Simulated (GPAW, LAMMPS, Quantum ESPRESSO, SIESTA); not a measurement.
**Running regrown after partial melting: C with 5 % Si on C sites, (111) (192 atoms) with GPAW**

How do the settings of GPAW change the result for regrown after partial melting: C with 5 % Si on C sites, (111) (192 atoms)? A plane-wave run serves as the yardstick.

Method: the method is named at each step, in GPAW 26.7.0.

**1. Set-up**

The cell holds 192 atoms: 182 C and 10 Si. Its edges and angles: a = 10.086 Å, b = 8.735 Å, c = 12.777 Å, α = 90.0°, β = 90.0°, γ = 90.0°. It derives from C (diamond C). A 2 x 1 x 2 block of diamond C (a = 3.566 Å), 5 % of C replaced at random by Si with its (111) planes normal to z; the lower 50 % held fixed, the rest melted at 8000 K for 10 ps and cooled to 500 K at 50 K/ps with the Tersoff potential (Tersoff, Phys. Rev. B 39, 5566 (1989)); then all atoms free for 10 ps at 500 K, the cell's length along z at zero stress. Regions: crystal, 96 atoms (94 C and 2 Si); remelted part, 96 atoms (88 C and 8 Si). The structure's axis is c.

The yardstick, on the same geometry:

| Property | Result |
| --- | --- |
| method | Kohn-Sham DFT, PBE, SSSP efficiency 1.3.0 pseudopotentials, plane waves (Quantum ESPRESSO 7.5); sssp-pbe-1.3.0-efficiency, cutoffs 45/360 Ry, Γ point |
| r.m.s. force component | 1.383 eV/Å |
| longest force | 5.783 eV/Å |
| pressure | 27.66 GPa |
| time | 5.5 min on 4 MPI ranks of Arm Neoverse V2, shared host |
| CPU time | 22 min |

**2. PBE, LCAO dzp, h 0.2 Å**

Method: Kohn-Sham DFT, PBE, PAW, atomic orbitals (dzp).

run.py

```python
import numpy as np
from ase.io import read
from gpaw import GPAW, FermiDirac
from ase.parallel import parprint as print

atoms = read("structure.xyz")
atoms.calc = GPAW(
    mode="lcao",
    basis="dzp",
    h=0.2,
    xc="PBE",
    kpts={"size": (1, 1, 1), "gamma": True},
    occupations=FermiDirac(0.05),
    maxiter=200,
    symmetry={"point_group": False},
    txt="gpaw.txt",
)
energy = atoms.get_potential_energy(force_consistent=True)
forces = atoms.get_forces()
print(f"energy {energy:.6f} eV")
print("forces (eV/A)")
for i, (a, f) in enumerate(zip(atoms, forces)):
    print(f"{i:4d} {a.symbol:2s} {f[0]:10.5f} {f[1]:10.5f} {f[2]:10.5f}")
print(f"Fermi level {atoms.calc.get_fermi_level():.4f} eV")
for k in range(len(atoms.calc.get_ibz_k_points())):
    for s in range(atoms.calc.get_number_of_spins()):
        e = atoms.calc.get_eigenvalues(kpt=k, spin=s)
        n = np.searchsorted(e, atoms.calc.get_fermi_level())
        print(f"k {k} spin {s} levels about the Fermi level:", np.round(e[max(n - 6, 0):n], 4).tolist(), "|", np.round(e[n:n + 6], 4).tolist())
```

structure.xyz

```xyz
192
Lattice="10.08617 0.00000 0.00000 0.00000 8.73488 0.00000 0.00000 0.00000 12.77719" Properties=species:S:1:pos:R:3 pbc="T T T"
C 7.24369 8.58359 6.45299
C 7.33688 8.61556 7.93770
C 0.98542 7.90742 8.48035
C 0.93973 7.89948 10.04402
C 8.54379 7.88882 8.47409
C 8.53855 7.85842 10.06459
C 7.29311 1.32054 8.45467
C 7.30945 1.37225 10.02141
C 9.79952 4.17737 6.39358
C 9.84067 4.22279 7.92492
C 8.57435 3.49483 8.52430
C 8.55993 3.49718 10.05130
C 0.98734 3.47832 8.44521
C 1.03625 3.45526 9.99815
C 9.80900 5.67706 8.52737
C 9.84481 5.65077 10.06025
C 9.80134 1.26595 8.46003
C 9.83240 1.28508 10.03827
C 8.53562 0.60699 10.59651
C 8.59301 0.40460 12.18663
C 0.97463 0.55397 10.59255
C 0.93398 0.58017 12.09003
C 9.81465 2.71664 10.53914
C 9.92590 2.77682 12.01861
C 7.32468 5.64955 8.48942
C 7.28736 5.56473 10.09832
C 1.01921 4.88926 10.54923
C 1.05068 4.91791 12.10077
C 8.58989 4.88000 10.60226
C 8.54480 4.86795 12.14101
C 7.42947 7.01865 10.66998
C 7.30219 7.02887 12.19008
C 7.26840 2.81289 10.53875
C 7.17641 2.82084 12.09655
C 1.00478 2.06396 6.36023
C 0.97200 1.97103 7.93106
C 8.54954 1.99312 6.45708
C 8.58626 2.04877 7.98804
C 7.25851 4.24734 6.46168
C 7.30773 4.23703 8.00363
C 9.78066 7.06241 10.54821
C 9.85146 7.01428 12.15213
C 8.46603 6.41935 6.34260
C 8.60794 6.38118 7.98434
Si 1.03898 6.33759 6.42667
C 0.95314 6.38031 8.09128
C 9.80194 8.61329 6.34911
C 9.86115 8.57084 7.93808
C 2.30580 8.62115 6.34145
C 2.27897 8.60953 7.94141
C 5.99018 7.81108 8.38248
Si 6.03385 7.80968 10.06830
C 3.48165 7.87170 8.47856
C 3.46702 7.84541 10.09334
C 2.23197 1.28508 8.46949
C 2.22198 1.32700 10.01783
[... 132 atom lines left out ...]
C 6.00157 6.36720 12.64239
C 5.97081 6.37559 1.45571
Si 4.74645 8.55337 12.67114
C 5.90727 3.22850 3.66871
```

Started as:

```bash
$ OMP_NUM_THREADS=1 mpirun -np 4 gpaw python run.py > output.txt
```

Output:

```text
energy -1605.480265 eV
forces (eV/A)
   0 C     3.02702   -1.49869   -1.71704
   1 C    -2.19149   -1.60224    0.83867
   2 C     0.83428   -1.68155    0.81075
   3 C     0.82268   -2.29642    0.12023
   4 C     1.46586   -1.87001    0.34677
   5 C     1.23340   -0.63260   -0.22994
   6 C     1.17102    0.13986    1.73581
   7 C    -0.09584   -0.43326    0.65049
   8 C    -2.43912   -0.71101   -2.23008
   9 C    -1.01466   -0.41371    1.56348
  10 C     0.13233    0.10815   -1.42955
  11 C     0.68569   -1.01393    0.10753
  12 C     0.45118   -1.42513    0.64712
  13 C    -1.85142   -0.18166    0.85076
  14 C     0.46750   -1.32600   -0.33698
  15 C    -1.49286   -1.35340    0.00598
  16 C     0.99716    0.65669    0.83070
  17 C    -1.14720   -0.21867    0.21054
  18 C     0.63466   -1.90852   -0.08107
  19 C    -0.75232   -0.78199    0.65637
  20 C    -0.06488    1.23996   -1.51438
  21 C     2.39117   -2.20277    1.65521
  22 C     1.14263    1.23331   -1.12412
  23 C     0.82695    1.23476    2.07945
[...]
184 C     0.49493   -0.79773   -1.31094
 185 C    -1.96945    1.71054    0.61376
 186 C    -0.51193    0.45352   -0.95265
 187 C     1.23513   -1.59592   -1.08518
 188 C     0.97714   -2.32584    1.05660
 189 C     0.13409   -1.02329    0.89139
 190 Si    1.04363    3.77122    0.83528
 191 C    -0.09462    0.11760   -0.74430
Fermi level 13.2449 eV
k 0 spin 0 levels about the Fermi level: [11.8893, 12.1891, 12.3417, 12.9535, 12.9791, 13.1879] | [13.3006, 13.5394, 13.6856, 14.8778, 16.015, 16.1055]
```

gpaw.txt:

```text
Input parameters:
  mode=LCAO(),
  basis={'default': 'dzp'},
  h=0.2,
  kpts=MonkhorstPack(size=(1, 1, 1), gamma=True),
  maxiter=200,
  occupations=Occupations(name='fermi-dirac', width=0.05, fixmagmom=False),
  symmetry=Symmetry(point_group=False),
  xc=XC(name='PBE')
Unit cell  # Å
| periodic |         x |        y |         z |   lengths |    angles |
|----------|-----------|----------|-----------|-----------|-----------|
|      yes | 10.086170 | 0.000000 |  0.000000 | 10.086170 | 90.000000 |
|      yes |  0.000000 | 8.734880 |  0.000000 |  8.734880 | 90.000000 |
|      yes |  0.000000 | 0.000000 | 12.777190 | 12.777190 | 90.000000 |
Number of symmetries: 1
Symmetry operations  # r_c * U_cc + t_c -> r_c
|   | kind |            matrix            |
|---|------|------------------------------|
| 0 |  E   |  1, 0, 0,  0, 1, 0,  0, 0, 1 |
BZ-sampling:
  Number of BZ points: 1
  Number of IBZ points: 1
  Monkhorst-Pack size: [1, 1, 1]
  Monkhorst-Pack shift: [0, 0, 0]
[... lines left out ...]
density mixing:
  MSR1-Mixer
occupation numbers:
  Fermi-Dirac:
    width: 0.0500  # eV
FastPoissonSolver using
    Stencil: 6*3+1=19 point O(h^6) finite-difference Laplacian
xc functional:
  name: PBE with 2 nearest neighbor stencil
interpolation: tri-quintic # 5. degree polynomial
Initialization done in: 5.222 s
convergence criteria:
- Maximum [total energy] change in last 3 cyles: 0.0005 eV / valence electron
- Maximum integral of absolute [dens]ity change: 0.0001 electrons / valence electron
- Maximum integral of absolute [eigenst]ate change: 4e-08 eV^2 / valence electron
maximum number of iterations: 200
SCF iterations
|iter     |      energy | eigst |  dens |
|---------|-------------|-------|-------|
|iter:   1|-1636.522532 |      c|       |
|iter:   2|-1630.924330 |      c| -0.87 |
|iter:   3|-1691.945559 |      c| -0.90 |
|iter:   4|-1641.923863 |      c| -1.21 |
|iter:   5|-1613.280826 |      c| -1.25 |
|iter:   6|-1607.114024 |      c| -1.64 |
|iter:   7|-1605.986292 |      c| -1.89 |
|iter:   8|-1605.663128 |      c| -2.09 |
|iter:   9|-1605.616245c|      c| -2.28 |
|iter:  10|-1605.458193c|      c| -2.41 |
|iter:  11|-1605.442648c|      c| -2.76 |
|iter:  12|-1605.434680c|      c| -2.91 |
|iter:  13|-1605.423456c|      c| -2.98 |
|iter:  14|-1605.421105c|      c| -3.53 |
|iter:  15|-1605.421573c|      c| -3.94 |
|iter:  16|-1605.421059c|      c| -4.09c|
Converged in 16 steps
SCF loop duration: 286.070 s (17.879 s/step)
Energy contributions relative to reference atoms: (reference = -265891.759519)
Energy contributions:
  Kinetic:        1995.627852
  Coulomb:       -1736.398254
  Zero:             19.921289
  External:          0.000000
  Xc:            -1884.512740
  Entropy:          -0.118413
  Spinorbit:         0.000000
  ----------------------------
  Free energy:   -1605.480265
  Extrapolated:  -1605.421059
dipole moment: (277.743991, 164.084579, 353.163232)  # |e|*Ang
Fermi level: 13.245
Eigenvalues  # (at kpt = [0.000, 0.000, 0.000])
| band index |      eig [eV] | occ [0-2] |
|------------|---------------|-----------|
|          0 |        -9.259 |     2.000 |
|        ... |               |           |
|        376 |        11.725 |     2.000 |
|        377 |        11.814 |     2.000 |
[...]
|        391 |        16.400 |     0.000 |
|        ... |               |           |
|        464 |        19.658 |     0.000 |
Gap: 0.113 eV
Transition (v -> c):
  (s=0, k=0, n=383, [0.00, 0.00, 0.00]) -> (s=0, k=0, n=384, [0.00, 0.00, 0.00])
No difference between direct/indirect transitions
Force computation time: 35.385  # s
```

Wall time 5.5 min (4 MPI ranks of Arm Neoverse V2, shared host); peak memory 4.5 GiB; 22 min of CPU time.

Banners, paths, timers and routine set-up lines are dropped from the logs unmarked, and long logs keep their key lines alone; longer cuts are marked.

Against the reference:

| Item | Value |
| --- | --- |
| r.m.s. force component | 1.443 eV/Å |
| r.m.s. difference of force components | 94.23 meV/Å |
| longest difference of force vectors | 490 meV/Å |
| force difference over r.m.s. force | 6.815 % |
| slope of forces against the reference's | 1.042 |
| correlation of force components | 0.9987 |

Length of the force difference by element (eV/Å):

| element | atoms | mean | most |
| --- | --- | --- | --- |
| C | 182 | 0.15 | 0.49 |
| Si | 10 | 0.13 | 0.25 |

The surroundings of C35, picked at random, nearest first, numbered as they follow in the input and with coordinates relative to it.

| atom | x | y | z | distance (Å) | bonds | Fx | Fy | Fz (eV/Å) |
| --- | --- | --- | --- | --- | --- | --- | --- | --- |
| C35 | 0.00 | 0.00 | 0.00 | 0.00 | 4 | -1.18 | -2.41 | -0.87 |
| C178 | 1.26 | 0.67 | -0.53 | 1.52 | 4 | -0.05 | -1.14 | -0.14 |
| C120 | -1.30 | 0.66 | -0.56 | 1.56 | 4 | -0.04 | -0.75 | 1.94 |
| C36 | -0.03 | -0.09 | 1.57 | 1.57 | 4 | 0.27 | 2.05 | -0.35 |
| C118 | -0.04 | -1.48 | -0.59 | 1.59 | 4 | 1.85 | 0.58 | 0.97 |
| C87 | 1.19 | 2.06 | -0.01 | 2.38 | 4 | 1.48 | 1.13 | -0.53 |
| C9 | -1.29 | 2.11 | 0.03 | 2.48 | 4 | -2.44 | -0.71 | -2.23 |
| C13 | -0.02 | 1.41 | 2.08 | 2.52 | 4 | 0.45 | -1.43 | 0.65 |
| C85 | 2.52 | -0.09 | 0.05 | 2.52 | 4 | 0.75 | 2.24 | -0.29 |

Atoms are counted from 1 here, from 0 in the log.

Forces lie 6.8 % from the reference's, at 0.99 times its CPU time.

**3. PBE, LCAO szp(dzp), h 0.2 Å**

Method: Kohn-Sham DFT, PBE, PAW, atomic orbitals (szp(dzp)).

run.py, as its differences from that of step 2:

```diff
@@ -8,3 +8,3 @@
     mode="lcao",
-    basis="dzp",
+    basis="szp(dzp)",
     h=0.2,
```

structure.xyz is that of step 2.

Started as:

```bash
$ OMP_NUM_THREADS=1 mpirun -np 2 gpaw python run.py > output.txt
```

Output:

```text
energy -1534.683576 eV
forces (eV/A)
   0 C     3.17866   -1.77964   -1.86096
   1 C    -2.40954   -1.61886    0.93881
   2 C     1.05607   -1.78506    0.92813
   3 C     0.67981   -2.38037    0.05798
   4 C     1.57895   -1.88841    0.47611
   5 C     1.25995   -0.55218   -0.32439
[...]
189 C     0.22987   -1.21991    0.60363
 190 Si    0.95172    3.83505    0.95566
 191 C     0.29986    0.17132   -0.81301
Fermi level 12.8649 eV
k 0 spin 0 levels about the Fermi level: [11.4464, 11.7085, 11.8659, 12.5781, 12.6154, 12.8157] | [12.9126, 13.1458, 13.311, 14.5558, 15.8971, 16.0223]
```

gpaw.txt:

```text
Input parameters:
  mode=LCAO(),
  basis={'default': 'szp(dzp)'},
  h=0.2,
  kpts=MonkhorstPack(size=(1, 1, 1), gamma=True),
  maxiter=200,
  occupations=Occupations(name='fermi-dirac', width=0.05, fixmagmom=False),
[... lines left out ...]
  Fermi-Dirac:
[... lines left out ...]
convergence criteria:
- Maximum [total energy] change in last 3 cyles: 0.0005 eV / valence electron
[... lines left out ...]
Converged in 16 steps
[... lines left out ...]
  Free energy:   -1534.683576
[... lines left out ...]
Fermi level: 12.865
[... lines left out ...]
|        ... |               |           |
|        376 |        11.287 |     2.000 |
|        377 |        11.383 |     2.000 |
[...]
|        391 |        16.287 |     0.000 |
|        ... |               |           |
|        464 |        19.492 |     0.000 |
Gap: 0.097 eV
Transition (v -> c):
  (s=0, k=0, n=383, [0.00, 0.00, 0.00]) -> (s=0, k=0, n=384, [0.00, 0.00, 0.00])
No difference between direct/indirect transitions
Force computation time: 35.726  # s
```

It took 4.8 min on 2 MPI ranks; peak memory 2.2 GiB; 9.5 min of CPU time.

Against the reference:

```
r.m.s. force component                  : 1.5 eV/Å
r.m.s. difference of force components   : 245.1 meV/Å
longest difference of force vectors     : 1454 meV/Å
force difference over r.m.s. force      : 17.72 %
slope of forces against the reference's : 1.073
correlation of force components         : 0.9888
```

This is a coarse setting, run to see what it loses.

Against the first run (6.8 %), the force difference from the reference is 18 %, at 0.43 times the CPU time (on 2 against 4 cores), with 1728 basis functions against 2496: the smaller basis costs accuracy.

**4. PBE, grid h 0.18 Å**

Method: Kohn-Sham DFT, PBE, PAW, finite differences on a real-space grid.

run.py, as its differences from that of step 3:

```diff
@@ -7,5 +7,4 @@
 atoms.calc = GPAW(
-    mode="lcao",
-    basis="szp(dzp)",
-    h=0.2,
+    mode="fd",
+    h=0.18,
     xc="PBE",
@@ -15,2 +14,3 @@
     symmetry={"point_group": False},
+    nbands=451,
     txt="gpaw.txt",
```

structure.xyz is that of step 3.

Started as:

```bash
$ OMP_NUM_THREADS=1 mpirun -np 4 gpaw python run.py > output.txt
```

Output:

```text
energy -1640.095557 eV
forces (eV/A)
   0 C     2.86984   -1.30155   -1.62174
   1 C    -2.07169   -1.55845    0.74454
   2 C     0.71690   -1.59559    0.78844
   3 C     0.86667   -2.20852    0.15825
   4 C     1.39995   -1.82809    0.30234
   5 C     1.21440   -0.70285   -0.15508
   6 C     1.07541    0.14274    1.69346
   7 C    -0.16153   -0.44388    0.73312
   8 C    -2.23955   -0.68690   -2.23365
   9 C    -0.97670   -0.43423    1.48968
  10 C     0.10630    0.07783   -1.40078
  11 C     0.65629   -0.95280    0.12154
[...]
187 C     1.19424   -1.60058   -1.04279
 188 C     0.95364   -2.26794    0.99165
 189 C     0.10698   -0.86804    0.98430
 190 Si    1.02825    3.71088    0.83403
 191 C    -0.24093    0.16854   -0.67760
Fermi level 13.2229 eV
k 0 spin 0 levels about the Fermi level: [11.8974, 12.1979, 12.3515, 12.9347, 12.9573, 13.1635] | [13.2809, 13.5203, 13.6568, 14.8324, 15.9226, 16.0095]
```

gpaw.txt:

```text
Input parameters:
  mode=FD(),
  h=0.18,
  kpts=MonkhorstPack(size=(1, 1, 1), gamma=True),
  maxiter=200,
  nbands=451,
  occupations=Occupations(name='fermi-dirac', width=0.05, fixmagmom=False),
  symmetry=Symmetry(point_group=False),
  xc=XC(name='PBE')
[... lines left out ...]
  Converge bands: occupied
[... lines left out ...]
  Fermi-Dirac:
[... lines left out ...]
convergence criteria:
- Maximum [total energy] change in last 3 cyles: 0.0005 eV / valence electron
[... lines left out ...]
Converged in 23 steps
[... lines left out ...]
  Free energy:   -1640.095557
[... lines left out ...]
dipole moment: (276.756437, 163.795672, 350.548401)  # |e|*Ang
Fermi level: 13.223
Eigenvalues  # (at kpt = [0.000, 0.000, 0.000])
| band index |      eig [eV] | occ [0-2] |
|------------|---------------|-----------|
|          0 |        -9.230 |     2.000 |
|        ... |               |           |
|        376 |        11.739 |     2.000 |
|        377 |        11.818 |     2.000 |
[...]
|        391 |        16.302 |     0.000 |
|        ... |               |           |
|        450 |        19.389 |     0.000 |
Gap: 0.117 eV
Transition (v -> c):
  (s=0, k=0, n=383, [0.00, 0.00, 0.00]) -> (s=0, k=0, n=384, [0.00, 0.00, 0.00])
No difference between direct/indirect transitions
Force computation time: 4.698  # s
```

Wall time 7.9 min (4 MPI ranks); peak memory 4.3 GiB.

Compared with the plane-wave run:

* r.m.s. force component: 1.392 eV/Å
* r.m.s. difference of force components: 31.5 meV/Å
* longest difference of force vectors: 180 meV/Å
* force difference over r.m.s. force: 2.278 %
* slope of forces against the reference's: 1.006
* correlation of force components: 0.9998

Against the first run (6.8 %), the force difference from the reference is 2.3 %, at 1.4 times the CPU time.

**5. PBE, LCAO dzp, h 0.25 Å**

Method: Kohn-Sham DFT, PBE, PAW, atomic orbitals (dzp).

run.py, as its differences from that of step 4:

```diff
@@ -7,4 +7,5 @@
 atoms.calc = GPAW(
-    mode="fd",
-    h=0.18,
+    mode="lcao",
+    basis="dzp",
+    h=0.25,
     xc="PBE",
@@ -14,3 +15,2 @@
     symmetry={"point_group": False},
-    nbands=451,
     txt="gpaw.txt",
```

structure.xyz is that of step 4.

Output:

```text
energy -1576.433128 eV
forces (eV/A)
   0 C     3.01240   -1.47670   -1.68139
   1 C    -2.14053   -1.61235    0.85474
   2 C     0.78083   -1.67978    0.78698
   3 C     0.81700   -2.34015    0.06655
   4 C     1.40887   -1.86280    0.33543
   5 C     1.23528   -0.61933   -0.19871
[...]
189 C     0.10697   -0.94792    0.85033
 190 Si    1.03406    3.77405    0.84275
 191 C    -0.08978    0.17218   -0.77679
Fermi level 13.2573 eV
k 0 spin 0 levels about the Fermi level: [11.9, 12.2009, 12.3525, 12.9661, 12.9915, 13.2003] | [13.3129, 13.551, 13.6979, 14.8912, 16.0225, 16.1124]
```

gpaw.txt:

```text
Input parameters:
  mode=LCAO(),
  basis={'default': 'dzp'},
  h=0.25,
  kpts=MonkhorstPack(size=(1, 1, 1), gamma=True),
  maxiter=200,
  occupations=Occupations(name='fermi-dirac', width=0.05, fixmagmom=False),
[... lines left out ...]
  Fermi-Dirac:
[... lines left out ...]
convergence criteria:
- Maximum [total energy] change in last 3 cyles: 0.0005 eV / valence electron
[... lines left out ...]
Converged in 16 steps
[... lines left out ...]
  Free energy:   -1576.433128
[... lines left out ...]
Fermi level: 13.257
[... lines left out ...]
|        ... |               |           |
|        376 |        11.735 |     2.000 |
|        377 |        11.826 |     2.000 |
[...]
|        391 |        16.408 |     0.000 |
|        ... |               |           |
|        464 |        19.673 |     0.000 |
Gap: 0.113 eV
Transition (v -> c):
  (s=0, k=0, n=383, [0.00, 0.00, 0.00]) -> (s=0, k=0, n=384, [0.00, 0.00, 0.00])
No difference between direct/indirect transitions
Force computation time: 19.830  # s
```

The job ended after 4.4 min (4 MPI ranks; peak memory 3.9 GiB).

Compared with the plane-wave run:

- r.m.s. force component: 1.44 eV/Å
- r.m.s. difference of force components: 99.16 meV/Å
- longest difference of force vectors: 474.2 meV/Å
- force difference over r.m.s. force: 7.172 %
- slope of forces against the reference's: 1.04
- correlation of force components: 0.9984
- energy less the same-level run's: 151.3 meV/atom
- r.m.s. force difference from the same-level run: 35.15 meV/Å

This is a coarse setting, run to see what it loses.

Against the first run (6.8 %), the force difference from the reference is 7.2 %, at 0.80 times the CPU time.

The forces add up to 3.7 eV/Å instead of zero, usually a sign of too coarse a grid.

(Continued in part 2 of 2.)

[Also dropped from logs without a mark: logging warnings of Python, and SIESTA's first energy breakdown and zero terms.]

[Logs are printed without paths, hosts, clocks, repeated set-up lines and the standing remarks that a program may print on its own settings, such as how far it seeks lower states.]

[Hosts, paths, dates, database ids (printed as entryN), source tags and the programs' standing remarks are cut or masked in the printed files.]
